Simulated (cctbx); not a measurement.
**KAs4O6F: precision against data quality**

Space group P6/mmm (no. 191), a = 5.0340 Å, b = 5.0340 Å, c = 8.6440 Å, α = 90.00°, β = 90.00°, γ = 120.00°.

```csv
atom,mult.,x,y,z,Ueq (Å²)
As1,4,2/3,1/3,0.7975,0.0121
K1,1,0,0,1/2,0.0127
F1,1,0,0,0,0.0158
O1,6,1/2,0,0.6788,0.0147
```

The model is made up (kin elements in a known structure type, no relaxation), so it says nothing on whether the phase exists.

Five simulated data sets (cctbx; Mo Kα, λ = 0.71073 Å; 1.5 % proportional error) differ in resolution or exposure (noise floor 15 counts in the first three, 8 in the last two). Each is refined with the right model, isotropic at 1.1 Å and anisotropic otherwise. How do the figures of merit and the uncertainties move?

| d min (Å) | top counts | ⟨I/σ⟩ (unmerged, absences included) | unique | param. (scale apart) | Rint | R1 | GooF | largest s.u. xyz (fractional) | s.u. U of O1 (Å²) | largest error (Å) |
| --- | --- | --- | --- | --- | --- | --- | --- | --- | --- | --- |
| 1.1 | 40000 | 37.8 | 49 | 6 | 0.015 | 0.0094 | 2.56 | 0.00044 | 0.0009 | 0.0018 |
| 0.84 | 40000 | 32.8 | 95 | 11 | 0.016 | 0.0042 | 1.09 | 0.00010 | 0.0003 | 0.0001 |
| 0.6 | 40000 | 23.1 | 237 | 11 | 0.020 | 0.0051 | 1.00 | 0.00007 | 0.0002 | 0.0019 |
| 0.75 | 300 | 2.0 | 133 | 11 | 0.292 | 0.0429 | 0.91 | 0.00134 | 0.0040 | 0.0071 |
| 0.75 | 3000 | 9.7 | 133 | 11 | 0.054 | 0.0114 | 0.91 | 0.00026 | 0.0008 | 0.0014 |

GooF reaches 2.56 where the model lacks something that the data hold (anisotropy at the isotropic level, for one). The s.u. of U for O1 goes 0.0009, 0.0003, 0.0002 Å² with resolution and 0.0040, 0.0008 Å² with exposure.

The 1.1 Å row also differs in its displacement model, so it isn't a clean test of resolution.

Hardware for the 0.6 Å refinement: 0.41 s on 1 thread of AMD EPYC 7B13 (Zen 3), on a shared host, peak memory 0.09 GiB.

[Logs are printed without paths, hosts, clocks, repeated set-up lines and the standing remarks that a program may print on its own settings, such as how far it seeks lower states.]
